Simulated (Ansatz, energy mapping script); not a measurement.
# YNiO2 in the infinite layer structure: exchange couplings from total energies, part 3 of 3

Wanted: the magnetic order of YNiO2 in the infinite layer structure, its couplings and an estimate of its ordering temperature, by PBE+U (6 eV).

PBE with U = 6 eV on Ni d, ortho-atomic projectors; plane waves, U on orthogonalised atomic orbitals unless named otherwise, collinear spin, no spin–orbit coupling.

So far. Step 9 (Order 6: compensated +−, cell C of 8 atoms): The run ends antiferromagnetic, 13.06 meV a magnetic atom above the parallel order of its cell. Step 10 (Parallel start in cell D (8 atoms)): The run ends ferromagnetic. For each magnetic atom its energy differs from the parallel run of the first cell by 1.17 meV, an error that one common reference would have brought in.

## Step 11: Compensated +− start in cell D (8 atoms)

This order reverses 0 of the 2 neighbours at 3.10 Å, 2 of the 4 neighbours at 3.93 Å and 4 of the 8 neighbours at 5.01 Å, counted for an average magnetic atom.

File input.yaml:

```yaml
crystal:
  lattice:
    - [0.0, 0.0, 3.103120039]
    - [3.932394766, 0.0, 0.0]
    - [0.0, 7.864789532, 0.0]
  atoms:
    - { symbol: "Y", position: [0.5, 0.5, 0.25] }
    - { symbol: "Y", position: [0.5, 0.5, 0.75] }
    - { symbol: Ni, position: [0.0, 0.0, 0.0], spin: 2.0 }
    - { symbol: Ni, position: [0.0, 0.0, 0.5], spin: -2.0 }
    - { symbol: O, position: [0.0, 0.5, 0.0] }
    - { symbol: O, position: [0.0, 0.5, 0.5] }
    - { symbol: O, position: [0.0, 0.0, 0.25] }
    - { symbol: O, position: [0.0, 0.0, 0.75] }
magnetization:
  spin_polarized: true
kpoints:
  mp_grid: { grid: [12, 9, 5] }
hamiltonian:
  xc: pbe
  hubbard:
    sites:
      - { species: Ni, l: d, u_eff: 6.0 }
      - { site: 2, l: d, u_eff: 6.0, starting_ns: [{ spin: up, occupation_matrix: ni2_major }, { spin: down, occupation_matrix: ni2_minor }] }
      - { site: 3, l: d, u_eff: 6.0, starting_ns: [{ spin: up, occupation_matrix: ni2_minor }, { spin: down, occupation_matrix: ni2_major }] }
    projectors: ortho-atomic
    occupation_matrices:
      ni2_major:
        matrix:
          - [0.928, 0.0, 0.0, 0.0, 0.0]
          - [0.0, 0.981, 0.0, 0.0, 0.0]
          - [0.0, 0.0, 0.981, 0.0, 0.0]
          - [0.0, 0.0, 0.0, 0.946, 0.0]
          - [0.0, 0.0, 0.0, 0.0, 0.987]
      ni2_minor:
        matrix:
          - [0.888, 0.0, 0.0, 0.0, 0.0]
          - [0.0, 0.975, 0.0, 0.0, 0.0]
          - [0.0, 0.0, 0.975, 0.0, 0.0]
          - [0.0, 0.0, 0.0, 0.133, 0.0]
          - [0.0, 0.0, 0.0, 0.0, 0.984]
scf:
  occupations: { method: fermi_dirac, width: 0.05 }
output:
  eigenvalues: true
```

Run with:

```console
$ ansatz run input.yaml --threads 4 --pin off --max-ram 8192MiB --backend cpu --events-out ev --progress --plain --runs-dir out
```

Numbers of over 12 decimals in the logs are rounded to 6 here.

Output:

```text
[...]
Crystal: 8 atoms, lattice volume = 95.972 Å³
Basis set: ecut = 420 eV, 1877 PW (Γ)
Bands: 52, of which v1, the nominal top of the filled ones, is band 41 counted from 1 (40 counted from 0)
Symmetry: 8 space group operations
[...]
k-points: 105 of 540
[...]
Starting moments: Σ|m| = 4 μB on 2 of 8 sites
[...]
k-point 1 ↑: bands = [... 37 lower, 11.0177, 11.0883, 11.6108, 12.2273, 13.2109, 14.1243, 15.4879, 16.5163, ... 7 higher]
  k-point 2 ↑: bands = [... 37 lower, 11.1202, 11.4179, 11.4730, 12.0174, 13.4864, 13.8432, 16.0062, 16.3813, ... 7 higher]
  k-point 104 ↓: bands = [... 37 lower, 11.8677, 11.9235, 12.9072, 13.4733, 13.9657, 14.7782, 16.6277, 16.8460, ... 7 higher]
Occupation matrices written to <dir>
[key lines of the parts left out:]
SCF converged after 16 iterations
Magnetization: 0.0000 μB (41.0000 up, 41.0000 down)
Free energy (F): -21649.787501 eV
Fermi energy:    13.418403 eV
```

Run time: 11 s. Hardware: 4 threads of Arm Neoverse V2, shared host; peak memory 1 GiB.

The run ends antiferromagnetic, 29.01 meV a magnetic atom above the parallel order of its cell (energies taken at zero occupation width, not the printed F).

## Step 12: Parallel start in cell E (8 atoms)

A new cell needs its own zero of energy.

This run holds the same structure in another cell (a 3.103 → 3.932 Å, c 7.865 → 6.206 Å).

File input.yaml:

```yaml
crystal:
  lattice:
    - [3.932394766, 0.0, 0.0]
    - [0.0, 3.932394766, 0.0]
    - [0.0, 0.0, 6.206240078]
  atoms:
    - { symbol: "Y", position: [0.5, 0.5, 0.25] }
    - { symbol: "Y", position: [0.5, 0.5, 0.75] }
    - { symbol: Ni, position: [0.0, 0.0, 0.0], spin: 2.0 }
    - { symbol: Ni, position: [0.0, 0.0, 0.5], spin: 2.0 }
    - { symbol: O, position: [0.5, 0.0, 0.0] }
    - { symbol: O, position: [0.5, 0.0, 0.5] }
    - { symbol: O, position: [0.0, 0.5, 0.0] }
    - { symbol: O, position: [0.0, 0.5, 0.5] }
magnetization:
  spin_polarized: true
kpoints:
  mp_grid: { grid: [9, 9, 6] }
hamiltonian:
  xc: pbe
  hubbard:
    sites:
      - { species: Ni, l: d, u_eff: 6.0 }
      - { site: 2, l: d, u_eff: 6.0, starting_ns: [{ spin: up, occupation_matrix: ni2_major }, { spin: down, occupation_matrix: ni2_minor }] }
      - { site: 3, l: d, u_eff: 6.0, starting_ns: [{ spin: up, occupation_matrix: ni2_major }, { spin: down, occupation_matrix: ni2_minor }] }
    projectors: ortho-atomic
    occupation_matrices:
      ni2_major:
        matrix:
          - [0.928, 0.0, 0.0, 0.0, 0.0]
          - [0.0, 0.981, 0.0, 0.0, 0.0]
          - [0.0, 0.0, 0.981, 0.0, 0.0]
          - [0.0, 0.0, 0.0, 0.946, 0.0]
          - [0.0, 0.0, 0.0, 0.0, 0.987]
      ni2_minor:
        matrix:
          - [0.888, 0.0, 0.0, 0.0, 0.0]
          - [0.0, 0.975, 0.0, 0.0, 0.0]
          - [0.0, 0.0, 0.975, 0.0, 0.0]
          - [0.0, 0.0, 0.0, 0.133, 0.0]
          - [0.0, 0.0, 0.0, 0.0, 0.984]
scf:
  occupations: { method: fermi_dirac, width: 0.05 }
output:
  eigenvalues: true
```

Output:

```text
[...]
Crystal: 8 atoms, lattice volume = 95.972 Å³
Basis set: ecut = 420 eV, 1877 PW (Γ)
Bands: 52, of which v1, the nominal top of the filled ones, is band 41 counted from 1 (40 counted from 0)
Symmetry: 32 space group operations
[...]
k-points: 60 of 486
[...]
Starting moments: Σ|m| = 4 μB on 2 of 8 sites
[...]
k-point 1 ↑: bands = [... 37 lower, 10.2204, 10.4023, 10.4327, 10.4327, 11.2179, 13.3009, 15.2863, 16.8014, ... 7 higher]
  k-point 2 ↑: bands = [... 37 lower, 10.2570, 10.3962, 10.3962, 10.4900, 11.0287, 14.0086, 15.8225, 16.0345, ... 7 higher]
  k-point 59 ↓: bands = [... 37 lower, 12.0675, 12.0740, 12.0740, 15.7298, 15.7298, 16.9759, 16.9759, 17.5561, ... 7 higher]
Occupation matrices written to <dir>
[key lines of the parts left out:]
SCF converged after 15 iterations
Magnetization: 1.7737 μB (41.8869 up, 40.1131 down)
Free energy (F): -21649.846031 eV
Fermi energy:    13.845357 eV
```

Elapsed: 14 s, on 4 threads; peak memory 0.8 GiB.

The run ends ferromagnetic. For each magnetic atom its energy differs from the parallel run of the first cell by 1.18 meV, an error that one common reference would have brought in.

## Step 13: Compensated +− start in cell E (8 atoms)

This order reverses 2 of the 2 neighbours at 3.10 Å, 0 of the 4 neighbours at 3.93 Å and 8 of the 8 neighbours at 5.01 Å, counted for an average magnetic atom.

input.yaml: that of step 12 with these lines changed.

```diff
@@ -9,3 +9,3 @@
     - { symbol: Ni, position: [0.0, 0.0, 0.0], spin: 2.0 }
-    - { symbol: Ni, position: [0.0, 0.0, 0.5], spin: 2.0 }
+    - { symbol: Ni, position: [0.0, 0.0, 0.5], spin: -2.0 }
     - { symbol: O, position: [0.5, 0.0, 0.0] }
@@ -24,3 +24,3 @@
       - { site: 2, l: d, u_eff: 6.0, starting_ns: [{ spin: up, occupation_matrix: ni2_major }, { spin: down, occupation_matrix: ni2_minor }] }
-      - { site: 3, l: d, u_eff: 6.0, starting_ns: [{ spin: up, occupation_matrix: ni2_major }, { spin: down, occupation_matrix: ni2_minor }] }
+      - { site: 3, l: d, u_eff: 6.0, starting_ns: [{ spin: up, occupation_matrix: ni2_minor }, { spin: down, occupation_matrix: ni2_major }] }
     projectors: ortho-atomic
```

Output:

```text
[...]
Crystal: 8 atoms, lattice volume = 95.972 Å³
Basis set: ecut = 420 eV, 1877 PW (Γ)
Bands: 52, of which v1, the nominal top of the filled ones, is band 41 counted from 1 (40 counted from 0)
Symmetry: 16 space group operations
[...]
k-points: 60 of 486
[...]
Starting moments: Σ|m| = 4 μB on 2 of 8 sites
[...]
k-point 1 ↑: bands = [... 37 lower, 10.4033, 10.7032, 10.7032, 11.7905, 13.3931, 15.3742, 16.7090, 16.8402, ... 7 higher]
  k-point 2 ↑: bands = [... 37 lower, 10.6349, 10.6971, 10.6971, 11.6757, 14.0727, 15.8677, 16.0689, 16.9511, ... 7 higher]
  k-point 59 ↓: bands = [... 37 lower, 11.6507, 12.0558, 12.0770, 14.3747, 15.5494, 15.7419, 16.9701, 16.9741, ... 7 higher]
Occupation matrices written to <dir>
[key lines of the parts left out:]
SCF converged after 16 iterations
Magnetization: 0.0000 μB (41.0000 up, 41.0000 down)
Free energy (F): -21649.847725 eV
Fermi energy:    13.844758 eV
```

It took 15 s on 4 threads; peak memory 0.82 GiB.

The run ends antiferromagnetic, 0.87 meV a magnetic atom below the parallel order of its cell (energies taken at zero occupation width, not the printed F).

## Step 14: The fit

Each energy difference is a sum of couplings weighted by the pairs that the order reverses. A few near shells are fitted to the differences by least squares. Energies are those extrapolated to zero occupation width, not the free energies F.

The orders side by side; each is measured from the parallel order in the same cell and on the same mesh:

| order | atoms | energy (meV a magnetic atom) | moments (μB) | moments kept as typed | opposed neighbours at 3.10, 3.93, 5.01 Å |
| --- | --- | --- | --- | --- | --- |
| parallel in cell A | 8 | 0.00 | 0.86 | yes | 0, 0, 0 |
| compensated +− in cell A | 8 | 28.86 | 0.92 | yes | 2, 2, 4 |
| parallel in cell B | 8 | 0.00 | 0.87 | yes | 0, 0, 0 |
| compensated +− in cell B | 8 | 16.24 | 0.92 | yes | 0, 4, 8 |
| parallel in cell C | 8 | 0.00 | 0.86 | yes | 0, 0, 0 |
| compensated +− in cell C | 8 | 13.06 | 0.92 | yes | 2, 4, 0 |
| parallel in cell D | 8 | 0.00 | 0.87 | yes | 0, 0, 0 |
| compensated +− in cell D | 8 | 29.01 | 0.90 | yes | 0, 2, 4 |
| parallel in cell E | 8 | 0.00 | 0.86 | yes | 0, 0, 0 |
| compensated +− in cell E | 8 | -0.87 | 0.86 | yes | 2, 0, 8 |

Fitted to E = −Σ J e·e over ordered pairs of unit vectors (J > 0 favours parallel moments):

| pair | distance (Å) | neighbours | J (meV) |
| --- | --- | --- | --- |
| Ni–Ni | 3.10 | 2 | -0.378 |
| Ni–Ni | 3.93 | 4 | 1.86 |
| Ni–Ni | 5.01 | 8 | 0.0615 |
| Ni–Ni | 5.56 | 4 | 2.72 |

These orders cannot tell some unfitted shells from fitted ones: the value at 3.10 Å holds J(3.10) + 4 J(8.45), the value at 3.93 Å holds J(3.93) + 2 J(7.35) and the value at 5.56 Å holds J(5.56) + 2 J(8.33); other unfitted shells add to the values wholly or in part. No temperature is drawn.

Adding the shell at 6.37 Å gives -0.27, 1.9, 0.072, 2.7 and -0.058 meV, an exact solve that tests nothing.

Limits of this fit: the pairs at 6.21 Å are left out of the fit, though near enough to matter; some orders are gapless and others have a gap; the parallel runs differ by 3.2 meV between cells, so mesh or basis is not converged.

## Step 15: Summary of results

```yaml
lowest_order_tried: compensated +− in cell E
largest_fitted_value_a_combination_of_shells_ni_ni_at_5p56_a: 2.72 meV
```

**Reading.** Of the orders tried, YNiO2 in the infinite layer structure prefers the order “compensated +− in cell E” under PBE+U (6 eV), with 2 of 2 neighbours at 3.10 Å, 0 of 4 neighbours at 3.93 Å and 8 of 8 neighbours at 5.01 Å opposed. The margin is only 0.87 meV a magnetic atom, within reach of the numerical errors of such runs. The largest fitted value is 2.7 meV, at 5.56 Å. It is a combination of shells that these orders cannot split, so neither its size nor its sign can be laid on that pair alone. The orders also reverse pairs at 6.37 Å, which are not fitted, so the fitted values hold their part too. With 5 differences for 4 couplings the fit misses by 0.68 meV at most, a small part of the spread. In the fitted orders moments change by up to 6.7 % against the parallel run of the same cell, so the mapping is rough. The pairs at 6.21 Å are nearer than the strongest fitted shell or at most 15 % farther, and these orders do not fix their coupling, so no ordering temperature is given. With a near shell that the orders cannot separate, no temperature is given. The fit is in doubt: some orders are gapless and others have a gap and the parallel runs differ by 3.2 meV between cells, so mesh or basis is not converged. The couplings are then rough, the small ones most of all. The cell was built from a prototype and relaxed; a distortion that needs a larger cell, or another structure that the compound may prefer, is not captured.

[Logs and program files are shortened in this print: banners, set-up blocks, solver, clock and traceback lines can be left out without a mark of their own.]

[Logs are printed without paths, hosts, clocks, repeated set-up lines and the standing remarks that a program may print on its own settings, such as how far it seeks lower states.]

[Hosts, paths, dates, database ids (printed as entryN), source tags and the programs' standing remarks are cut or masked in the printed files.]

[Where a cell is said to come from a database of computed structures, the database is the Materials Project.]
